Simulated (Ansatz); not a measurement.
**KCd2P3Pb2: relaxing a made-up structure**

This structure for KCd2P3Pb2 is made up. Its elements were placed in a known structure type with a cell scaled to their sizes. What cell does the guess relax to, and how far off was it?

Program: Ansatz 0.2.0. Level of theory: DFT, PBE, plane-wave PAW, files of the set soft_1, scalar-relativistic, no spin, cell and ions relaxed at zero pressure; PAW set soft_1, in the first sound run; inputs show where later runs differ. Results are calculated unless marked as measured.

## 1. Set-up

It takes space group R-3m (No. 166, trigonal). Conventional cell: a = 4.490 Å, b = 4.490 Å, c = 37.110 Å, α = 90.00°, β = 90.00°, γ = 120.00°. Pb has 4 P at 2.73 to 2.85 Å nearest. Cd has 4 P at 2.65 to 3.37 Å and 3 Pb at 3.38 Å and 3 K at 3.83 Å nearest. K has 6 P at 3.44 Å and 6 Cd at 3.83 Å nearest. Nearest to P lie 6 Pb at 2.85 Å. P has 3 Cd at 2.65 Å and 1 Pb at 2.73 Å and 3 K at 3.44 Å nearest. Farther neighbours are not listed.

## 2. Relaxing cell and atoms

The guess takes its coordinates from another compound and its volume from a rule, so the cell and any free coordinates are relaxed together.

input.yaml

```yaml
crystal:
  lattice:
    - [2.245, 1.296151354, 12.37]
    - [-2.245, 1.296151354, 12.37]
    - [0.0, -2.592302709, 12.37]
  atoms:
    - { symbol: Pb, position: [0.698766664, 0.698766664, 0.698766664] }
    - { symbol: Pb, position: [0.301233336, 0.301233336, 0.301233336] }
    - { symbol: Cd, position: [0.909266664, 0.909266664, 0.909266664] }
    - { symbol: Cd, position: [0.090733336, 0.090733336, 0.090733336] }
    - { symbol: K, position: [0.5, 0.5, 0.5] }
    - { symbol: P, position: [0.0, 0.0, 0.0] }
    - { symbol: P, position: [0.772366664, 0.772366664, 0.772366664] }
    - { symbol: P, position: [0.227633336, 0.227633336, 0.227633336] }
kpoints:
  mp_grid: { grid: [7, 7, 7] }
scf:
  occupations: { method: fermi_dirac, width: 0.05 }
hamiltonian:
  xc: pbe
  pseudopotentials: { kind: paw, azcp: { folder: soft_1 } }
relax:
  f_tol: 0.015
  max_steps: 70
  cell: {}
output:
  forces: true
  stress: true
```

The run is started by

```console
$ ansatz run input.yaml --threads 4 --pin off --max-ram 10240MiB --backend cpu --events-out ev --progress --plain --runs-dir out
```

Numbers of over 12 decimals in the logs are rounded to 6 here.

Output:

```text
basis.fft_grid_basis auto: the FFT boxes are laid along the combinations [[1, 0, -1], [0, 1, -1], [0, 0, 1]] of the cell's own vectors, 4.490, 4.490 and 12.639 Å long. The dense box has 32×32×90 points. Along the cell's own vectors, as sized, it would have 90×90×90, 7.91 times as many. Of the 12 symmetry operations that the crystal satisfies within crystal.symmetry.tolerance (time reversal apart; of a slab, those tha [...]
Engine: ansatz 0.2.0, aarch64-unknown-linux-gnu
Pseudopotentials: kind: paw
Pseudopotential: Pb, paw, valence charge 14, recommended cutoff 420 eV (normal), soft_1/Pb.paw.azcp
Pseudopotential: Cd, paw, valence charge 20, recommended cutoff 420 eV (normal), soft_1/Cd.paw.azcp
Pseudopotential: K, paw, valence charge 9, recommended cutoff 420 eV (normal), soft_1/K.paw.azcp
Pseudopotential: P, paw, valence charge 5, recommended cutoff 420 eV (normal), soft_1/P.paw.azcp
Functional definition: PBE
  parameter kappa = 0.804
  parameter beta = 0.066725
  exchange = pbe_x(kappa = kappa, mu = beta*pi^2/3)
  correlation = pbe_c(beta = beta)
Crystal: 8 atoms, lattice volume = 215.970 Å³
Basis set: ecut = 420 eV, 4193 PW (Γ), FFT grids on a1−a3, a2−a3, a3, exchange–correlation on 64×64×180 points (8 copies of the dense FFT grid, shifted against one another)
Bands: 56, of which v1, the nominal top of the filled ones, is band 46 counted from 1 (45 counted from 0)
Symmetry: 12 space group operations
Space group: R-3m (ITA 166), of the structure as read, at distance tolerance 6.0e-5 Å
k-points: 44 of 343
Non-local potential: Pb, projectors of the file, l = 0: 2, l = 1: 2, l = 2: 2, l = 3: 1
Non-local potential: Cd, projectors of the file, l = 0: 3, l = 1: 2, l = 2: 2, l = 3: 1
Non-local potential: K, projectors of the file, l = 0: 3, l = 1: 2, l = 2: 2
Non-local potential: P, projectors of the file, l = 0: 2, l = 1: 2, l = 2: 1
PAW form: soft (Blöchl's): semilocal exchange-correlation on the pseudo side does not see the compensation charge
PAW one-centre angular grid: Pb, 590 points (default); XC on 64 Gauss nodes
PAW one-centre angular grid: Cd, 590 points (default); XC on 64 Gauss nodes
PAW one-centre angular grid: K, 110 points (default); XC on 64 Gauss nodes
PAW one-centre angular grid: P, 110 points (default); XC on 64 Gauss nodes
Initial density: superposition of atomic densities (chi_scale 0.1, normalization cell, long waves of neutral atoms (reshape's long-wave potential 2.11 eV rms, cloud 3.49 Å wide))
Initial wavefunctions: pseudopotential atomic-orbital guess
Functional: x = pbe(κ = 0.804, μ = 0.219515), c = pbe(β = 0.066725)
SCF iter   1: F=—  HF=-44138.466897 eV  |F-HF|=—  |Δ(HF+E_count)|=         —  Δρ=4.53e-2  dr2=5.92e1  ethr=3.10e-3  ⟨swp⟩=10.7  Hψ=12229  notcnv=0  defer=7
preconditioner: auto → Kerker (q_TF=auto, 2.367 Å⁻¹)  [metal: Δε(μ)=0.004 eV  Ē_g=12.047 eV  σ=0.050 eV  W_gap=0.02  n_scr=50 (ndim 8)  ℏωp=21.7 eV  f_vac=0.006  D(μ)=5.46/eV (n_scr^D=44)]
SCF iter   2: F=—  HF=-44135.008254 eV  |F-HF|=—  |Δ(HF+E_count)|=    3.46e0  Δρ=2.59e-2  dr2=2.61e1  ethr=3.10e-3  ⟨swp⟩=4.5  Hψ=5209  notcnv=0  defer=80
SCF iter   3: F=—  HF=-44132.433113 eV  |F-HF|=—  |Δ(HF+E_count)|=    2.58e0  Δρ=1.10e-2  dr2=4.55e0  ethr=3.10e-3  ⟨swp⟩=5.4  Hψ=5614  notcnv=0  defer=86
SCF iter   4: F=—  HF=-44131.947653 eV  |F-HF|=—  |Δ(HF+E_count)|=   4.85e-1  Δρ=6.20e-3  dr2=8.46e-1  ethr=3.10e-3  ⟨swp⟩=3.9  Hψ=3469  notcnv=0  defer=97
SCF iter   5: F=—  HF=-44131.838161 eV  |F-HF|=—  |Δ(HF+E_count)|=   1.09e-1  Δρ=4.72e-3  dr2=9.09e-2  ethr=9.19e-4  ⟨swp⟩=4.5  Hψ=3530  notcnv=0  defer=99
SCF iter   6: F=—  HF=-44131.824614 eV  |F-HF|=—  |Δ(HF+E_count)|=   1.35e-2  Δρ=1.64e-3  dr2=1.26e-2  ethr=9.88e-5  ⟨swp⟩=3.2  Hψ=5152  notcnv=0  defer=116
SCF iter   7: F=—  HF=-44131.827905 eV  |F-HF|=—  |Δ(HF+E_count)|=   3.29e-3  Δρ=4.40e-4  dr2=1.43e-3  ethr=1.37e-5  ⟨swp⟩=2.0  Hψ=3913  notcnv=0  defer=116
SCF iter   8: F=—  HF=-44131.828544 eV  |F-HF|=—  |Δ(HF+E_count)|=   6.39e-4  Δρ=1.60e-4  dr2=2.33e-4  ethr=1.56e-6  ⟨swp⟩=2.0  Hψ=3548  notcnv=0  defer=116
SCF iter   9: F=—  HF=-44131.828577 eV  |F-HF|=—  |Δ(HF+E_count)|=   3.27e-5  Δρ=5.10e-5  dr2=2.25e-5  ethr=2.53e-7  ⟨swp⟩=2.0  Hψ=3506  notcnv=0  defer=116
SCF iter  10: F=—  HF=-44131.828691 eV  |F-HF|=—  |Δ(HF+E_count)|=   1.14e-4  Δρ=2.49e-5  dr2=4.55e-6  ethr=2.44e-8  ⟨swp⟩=2.0  Hψ=2777  notcnv=0  defer=116
SCF iter  11: F=—  HF=-44131.828691 eV  |F-HF|=—  |Δ(HF+E_count)|=   9.74e-8  Δρ=1.11e-5  dr2=7.75e-7  ethr=4.95e-9  ⟨swp⟩=2.2  Hψ=3076  notcnv=0  defer=116
SCF iter  12: F=—  HF=-44131.828691 eV  |F-HF|=—  |Δ(HF+E_count)|=   2.86e-7  Δρ=5.27e-6  dr2=1.35e-7  ethr=8.42e-10  ⟨swp⟩=2.0  Hψ=3187  notcnv=0  defer=116
SCF iter  13: F=-44131.828691 eV  HF=-44131.828691 eV  |F-HF|=8.32e-9  |Δ(HF+E_count)|=   1.16e-7  Δρ=1.92e-6  dr2=1.32e-8  ethr=1.09e-10  ⟨swp⟩=5.0  Hψ=8287  notcnv=0
SCF 1 converged in 13 iterations: F = -44131.828691 eV  dr2 = 1.32e-8
  greatest PAW one-centre occupation: 1.000 electrons in one spin orbital (limit 2), on the Cd atom at site 3 (counted from 0), in its partial waves of l = 0
relax step   1: F+E_penalty+E_count = -44131.82869140 eV  Δ(F+E_penalty+E_count) = +0.000e0 eV  max|allowed force component| = 4.923e-1 eV/Å  Δτ_max = 0.0000 Å  P = +3.149 GPa  Ω = 215.970 Å³  (13 SCF iters, dr2 threshold 1.00e-7 eV, accepted)
Crystal: 8 atoms, lattice volume = 232.558 Å³
Basis set: ecut = 420 eV, 4603 PW (Γ), FFT grids on a1−a3, a2−a3, a3, exchange–correlation on 64×64×180 points (8 copies of the dense FFT grid, shifted against one another)
Initial density: handed on by an earlier stage of this run
Initial wavefunctions: those handed on with the density
iter 1 solved again at ethr=3.30e-4 eV; its pass at ethr=3.10e-3 eV (dr2=3.04e-1 eV) is discarded
SCF iter   1: F=—  HF=-44132.175507 eV  |F-HF|=—  |Δ(HF+E_count)|=         —  Δρ=6.95e-3  dr2=3.11e-1  ethr=3.30e-4  ⟨swp⟩=2.3  Hψ=13312  notcnv=0
preconditioner: auto → LDOS  [metal: Δε(μ)=0.093 eV  Ē_g=12.549 eV  σ=0.050 eV  W_gap=0.40  n_scr=50 (ndim 8)  ℏωp=20.9 eV  f_vac=0.068  D(μ)=1.12/eV (n_scr^D=2)  β→1.0]
SCF iter   2: F=—  HF=-44132.192260 eV  |F-HF|=—  |Δ(HF+E_count)|=   1.68e-2  Δρ=6.17e-3  dr2=3.14e-1  ethr=3.30e-4  ⟨swp⟩=4.6  Hψ=5572  notcnv=0  defer=17
SCF iter   3: F=—  HF=-44132.130031 eV  |F-HF|=—  |Δ(HF+E_count)|=   6.22e-2  Δρ=9.36e-4  dr2=1.92e-3  ethr=3.30e-4  ⟨swp⟩=3.1  Hψ=4895  notcnv=0  defer=121
SCF iter   4: F=—  HF=-44132.130143 eV  |F-HF|=—  |Δ(HF+E_count)|=   1.12e-4  Δρ=4.96e-4  dr2=6.13e-4  ethr=2.09e-6  ⟨swp⟩=2.8  Hψ=4579  notcnv=0  defer=122
[...]
iter 1 solved again at ethr=9.63e-5 eV; its pass at ethr=3.10e-3 eV (dr2=8.86e-2 eV) is discarded
SCF iter   1: F=—  HF=-44132.219506 eV  |F-HF|=—  |Δ(HF+E_count)|=         —  Δρ=3.52e-3  dr2=9.01e-2  ethr=9.63e-5  ⟨swp⟩=2.6  Hψ=12389  notcnv=0
preconditioner: auto → LDOS  [insulator: Δε(μ)=0.138 eV  Ē_g=12.532 eV  σ=0.050 eV  W_gap=0.59  n_scr=50 (ndim 8)  ℏωp=20.9 eV  f_vac=0.059  D(μ)=1.02/eV (n_scr^D=2)  ε∞_Penn≈3.8  β→1.0]
SCF iter   2: F=—  HF=-44132.250934 eV  |F-HF|=—  |Δ(HF+E_count)|=   3.14e-2  Δρ=4.28e-3  dr2=3.02e-1  ethr=9.63e-5  ⟨swp⟩=4.2  Hψ=5803  notcnv=0  defer=1  recentre
SCF iter   3: F=—  HF=-44132.206517 eV  |F-HF|=—  |Δ(HF+E_count)|=   4.44e-2  Δρ=8.01e-4  dr2=3.17e-3  ethr=9.63e-5  ⟨swp⟩=3.4  Hψ=4233  notcnv=0  defer=54
SCF iter   4: F=—  HF=-44132.206280 eV  |F-HF|=—  |Δ(HF+E_count)|=   2.37e-4  Δρ=1.58e-4  dr2=3.63e-5  ethr=3.44e-6  ⟨swp⟩=2.0  Hψ=3537  notcnv=0  defer=54
SCF iter   5: F=—  HF=-44132.206403 eV  |F-HF|=—  |Δ(HF+E_count)|=   1.22e-4  Δρ=7.23e-5  dr2=1.10e-5  ethr=3.95e-8  ⟨swp⟩=2.5  Hψ=4475  notcnv=0  defer=54
SCF iter   6: F=-44132.206399 eV  HF=-44132.206399 eV  |F-HF|=1.41e-7  |Δ(HF+E_count)|=   3.70e-6  Δρ=1.05e-5  dr2=1.82e-7  ethr=8.70e-10  ⟨swp⟩=4.1  Hψ=10378  notcnv=0
SCF 3 converged in 6 iterations: F = -44132.206399 eV  dr2 = 1.82e-7
relax step   3: F+E_penalty+E_count = -44132.20639901 eV  Δ(F+E_penalty+E_count) = -7.622e-2 eV  max|allowed force component| = 1.529e-1 eV/Å  Δτ_max = 0.0905 Å  P = -0.613 GPa  Ω = 232.719 Å³  energy of the carried Pulay correction = -2.095e-3 eV  (6 SCF iters, dr2 threshold 8.00e-7 eV, accepted)
[...]
relax step   4: F+E_penalty+E_count = -44132.27565506 eV  Δ(F+E_penalty+E_count) = -6.926e-2 eV  max|allowed force component| = 7.678e-2 eV/Å  Δτ_max = 0.1734 Å  P = +0.251 GPa  Ω = 230.312 Å³  energy of the carried Pulay correction = -1.804e-3 eV  (8 SCF iters, dr2 threshold 8.00e-7 eV, accepted)
[...]
relax step   5: F+E_penalty+E_count = -44132.28006861 eV  Δ(F+E_penalty+E_count) = -4.414e-3 eV  max|allowed force component| = 5.707e-2 eV/Å  Δτ_max = 0.0452 Å  P = +0.053 GPa  Ω = 231.541 Å³  energy of the carried Pulay correction = -1.953e-3 eV  (6 SCF iters, dr2 threshold 3.68e-7 eV, accepted)
[...]
relax step   6: F+E_penalty+E_count = -44132.28137714 eV  Δ(F+E_penalty+E_count) = -1.309e-3 eV  max|allowed force component| = 1.086e-2 eV/Å  Δτ_max = 0.0115 Å  P = +0.002 GPa  Ω = 231.684 Å³  energy of the carried Pulay correction = -1.970e-3 eV  (6 SCF iters, dr2 threshold 2.04e-7 eV, accepted)
Basis set: ecut = 420 eV, 4575 PW (Γ), FFT grids on a1−a3, a2−a3, a3, exchange–correlation on 60×60×192 points (8 copies of the dense FFT grid, shifted against one another)
Initial wavefunctions: pseudopotential atomic-orbital guess (no wavefunctions were taken with the density)
iter 1 solved again at ethr=4.84e-7 eV; its pass at ethr=3.10e-3 eV (dr2=4.46e-4 eV) is discarded
SCF iter   1: F=—  HF=-44132.282406 eV  |F-HF|=—  |Δ(HF+E_count)|=         —  Δρ=1.76e-4  dr2=4.83e-6  ethr=4.84e-7  ⟨swp⟩=4.0  Hψ=17978  notcnv=0
preconditioner: auto → LDOS  [insulator: Δε(μ)=0.186 eV  Ē_g=12.584 eV  σ=0.050 eV  W_gap=0.64  n_scr=52 (ndim 8)  ℏωp=21.0 eV  f_vac=0.054  D(μ)=1.10/eV (n_scr^D=4)  ε∞_Penn≈3.8  β→1.0]
SCF iter   2: F=—  HF=-44132.284040 eV  |F-HF|=—  |Δ(HF+E_count)|=   1.63e-3  Δρ=2.39e-5  dr2=2.23e-6  ethr=5.25e-9  ⟨swp⟩=3.0  Hψ=4659  notcnv=0
SCF iter   3: F=—  HF=-44132.284039 eV  |F-HF|=—  |Δ(HF+E_count)|=   1.31e-6  Δρ=1.41e-5  dr2=7.30e-7  ethr=2.42e-9  ⟨swp⟩=2.0  Hψ=4405  notcnv=0
SCF iter   4: F=—  HF=-44132.284039 eV  |F-HF|=—  |Δ(HF+E_count)|=   7.89e-7  Δρ=3.08e-6  dr2=2.36e-8  ethr=7.94e-10  ⟨swp⟩=2.0  Hψ=3387  notcnv=0
SCF iter   5: F=—  HF=-44132.284039 eV  |F-HF|=—  |Δ(HF+E_count)|=   5.36e-8  Δρ=6.63e-7  dr2=1.59e-9  ethr=2.57e-11  ⟨swp⟩=2.0  Hψ=4107  notcnv=0
SCF iter   6: F=—  HF=-44132.284039 eV  |F-HF|=—  |Δ(HF+E_count)|=   4.47e-9  Δρ=2.61e-7  dr2=2.14e-10  ethr=1.73e-12  ⟨swp⟩=2.3  Hψ=3834  notcnv=0
SCF iter   7: F=-44132.284039 eV  HF=-44132.284039 eV  |F-HF|=1.46e-11  |Δ(HF+E_count)|=  1.02e-10  Δρ=9.48e-8  dr2=4.28e-11  ethr=1.00e-12  ⟨swp⟩=5.3  Hψ=8317  notcnv=0
SCF 7 converged in 7 iterations: F = -44132.284039 eV  dr2 = 4.28e-11
relax step   7: F+E_penalty+E_count = -44132.28403950 eV  Δ(F+E_penalty+E_count) = -2.662e-3 eV  max|allowed force component| = 1.065e-2 eV/Å  Δτ_max = 0.0000 Å  P = +0.013 GPa  Ω = 231.684 Å³  stress off target by 3.64e-2 GPa  SCF on the basis re-selected at this cell (its energy is not comparable with the rows above)  (7 SCF iters)
basis re-selected at this cell: Δ(F+E_penalty+E_count) = -2.662e-3 eV, ΔP = +0.011 GPa vs the last step (what re-selecting the basis moved, of the pressure what is left beyond the Pulay correction that the steps carried, after the strain that the cell walked since its last selection, with what the two solves' SCF thresholds leave and, on support functions, any second-order correction that the steps lacked; it is no measure of the basis error at this ecutwfc). The dense FFT grid was sized anew with the basis: this SCF ran on 30×30×96 points, the steps before it on 32×32×90, so part of this shift can come from that change (see relax.cell in the input reference). [rest of the remark cut]
SCF converged after 7 iterations
Free energy (F): -44132.284039 eV
Harris-Foulkes:  -44132.284039 eV  (|F-HF|=1.46e-11)
Internal energy: -44132.273690 eV  (E = F + TS)
E sigma→0 (E₀):  -44132.278865 eV
Entropy (-TS):   -0.010349 eV (-1.294 meV/atom)
Fermi energy:    7.506855 eV
--- Per-component energies (eV) ---
  E_band       = -1276.578894
  E_kinetic    = 1920.618797
  E_local      = -11587.380056  (includes V_loc(G=0)·N_el)
  E_nonlocal   = 957.662987
  E_hartree    = 5072.292437
  E_xc         = -1077.456930
  E_vxc        = -1014.392165  (∫ρ·V_xc dr)
  E_paw        = -31436.213344  (= ΣΔE_a)
  E_vpaw       = -1697.673580  (= ΣTr[D̂ρ^β])
  E_aug_tail   = 0.000652  (compensation charges beyond the density's cutoff)
  E_ewald      = -7981.798232
  E_smearing   = -0.010349  (= −TS)
  E_closure    = 0.000000  (closes the sum)
  Σ components = -44132.284039   (vs F -44132.284039, Δ=0.00e0)
--- Forces (eV/Å), atoms counted from 1 ---
  atom   1  Pb     0.00000000    -0.00000000     0.00533567
  atom   2  Pb    -0.00000000     0.00000000    -0.00533567
  atom   3  Cd    -0.00000000     0.00000000    -0.00692980
  atom   4  Cd     0.00000000    -0.00000000     0.00692980
  atom   5  K     -0.00000000     0.00000000     0.00000000
  atom   6  P      0.00000000     0.00000000     0.00000000
  atom   7  P     -0.00000000     0.00000000    -0.01065099
  atom   8  P      0.00000000    -0.00000000     0.01065099
  max |Σ_I F_I| component: 4.63e-18 eV/Å
--- Stress (GPa, compression-positive) ---
        0.001051       0.000000       0.000000
        0.000000       0.001051      -0.000000
        0.000000      -0.000000       0.036394
  P = ⅓ Tr σ = 0.0128 GPa (0.128 kbar)
--- Relaxed structure (6 steps of the walk, 6 accepted, 1 SCFs on fresh bases) ---
  F+E_penalty+E_count = -44132.28403950 eV   max|allowed force component| = 1.065e-2 eV/Å   (the final SCF, on the basis selected at the relaxed cell)
  cell:  # Å, volume = 231.6836 Å³
    - [2.213936, 1.278217, 13.645029]
    - [-2.213936, 1.278217, 13.645029]
    - [0, -2.556433, 13.645029]
  atoms:
    - { symbol: Pb, position: [0.701712, 0.701712, 0.701712] }
    - { symbol: Pb, position: [0.298288, 0.298288, 0.298288] }
    - { symbol: Cd, position: [0.898330, 0.898330, 0.898330] }
    - { symbol: Cd, position: [0.101670, 0.101670, 0.101670] }
    - { symbol: K, position: [0.5, 0.5, 0.5] }
    - { symbol: P, position: [-2.687863106250908e-19, -2.6878631062509117e-19, -2.6878631059028967e-19] }
    - { symbol: P, position: [0.775275, 0.775275, 0.775275] }
    - { symbol: P, position: [0.224725, 0.224725, 0.224725] }
```

Elapsed: 47 s, on 4 threads of Arm Neoverse V2, shared host; peak memory 1 GiB.

The steps of the relaxation:

```tsv
step	energy less that of the first step (eV)	largest force component (eV/Å)	pressure (GPa)	volume (Å³)
1	0.0000	0.4923	3.15	215.97
2	-0.3015	0.2595	-0.69	232.56
3	-0.3777	0.1529	-0.61	232.72
4	-0.4470	0.0768	0.25	230.31
5	-0.4514	0.0571	0.05	231.54
6	-0.4527	0.0109	0.00	231.68
7*	-0.4553	0.0107	0.01	231.68
```

Relaxation steps marked * repeat the geometry before them on a plane-wave basis chosen anew for their cell, so energy and pressure can jump there.

Forces are held to the 12 operations that the run works with; a distortion that breaks them can't arise in this run.

```tsv
conventional cell, symmetrised	before	after	change
a (Å)	4.490	4.428	-1.4 %
b (Å)	4.490	4.428	-1.4 %
c (Å)	37.110	40.935	+10.3 %
volume (Å³/atom)	27.00	28.96	+7.3 %
```

The atoms that moved most (Å, as changes of fractional coordinates times the final cell):

```tsv
atom	dx	dy	dz	length
Cd3	0.000	0.000	-0.448	0.448
Cd4	0.000	0.000	0.448	0.448
Pb2	0.000	0.000	-0.121	0.121
Pb1	0.000	0.000	0.121	0.121
P8	0.000	0.000	-0.119	0.119
P7	0.000	0.000	0.119	0.119
```

The relaxed structure:

```cif
data_structure
_symmetry_space_group_name_H-M 'P 1'
_symmetry_Int_Tables_number 1
_cell_length_a 13.8824
_cell_length_b 13.8824
_cell_length_c 13.8824
_cell_angle_alpha 18.353
_cell_angle_beta 18.353
_cell_angle_gamma 18.353
_cell_volume 231.68
loop_
_atom_site_label
_atom_site_type_symbol
_atom_site_fract_x
_atom_site_fract_y
_atom_site_fract_z
_atom_site_occupancy
Pb1 Pb 0.70171 0.70171 0.70171 1
Pb2 Pb 0.29829 0.29829 0.29829 1
Cd3 Cd 0.89833 0.89833 0.89833 1
Cd4 Cd 0.10167 0.10167 0.10167 1
K5 K 0.50000 0.50000 0.50000 1
P6 P 0.00000 0.00000 0.00000 1
P7 P 0.77528 0.77528 0.77528 1
P8 P 0.22472 0.22472 0.22472 1
```

This step gave:

```yaml
free_energy: -44132.2840 eV
energy_at_zero_smearing: -44132.2789 eV
smearing_term_ts: 0.01035 eV
fermi_energy: 7.507 eV
electrons: 92
symmetry_operations: 12
pressure: 0.01283 GPa
```

Shortest distances by pair of elements, guess and relaxed (not always the same contact):

```tsv
pair	guess (Å)	relaxed (Å)
Cd–P	2.651	2.572
P–Pb	2.731	2.931
K–P	3.441	3.491
Cd–K	3.829	3.690
Cd–Pb	3.384	3.738
```

The relaxation ends with a largest force component of 0.011 eV/Å and a pressure of 0.01 GPa.

(Part 1 of 2 ends here.)

[Logs are printed without paths, hosts, clocks, repeated set-up lines and the standing remarks that a program may print on its own settings, such as how far it seeks lower states.]

[Hosts, paths, dates, database ids (printed as entryN), source tags and the programs' standing remarks are cut or masked in the printed files.]
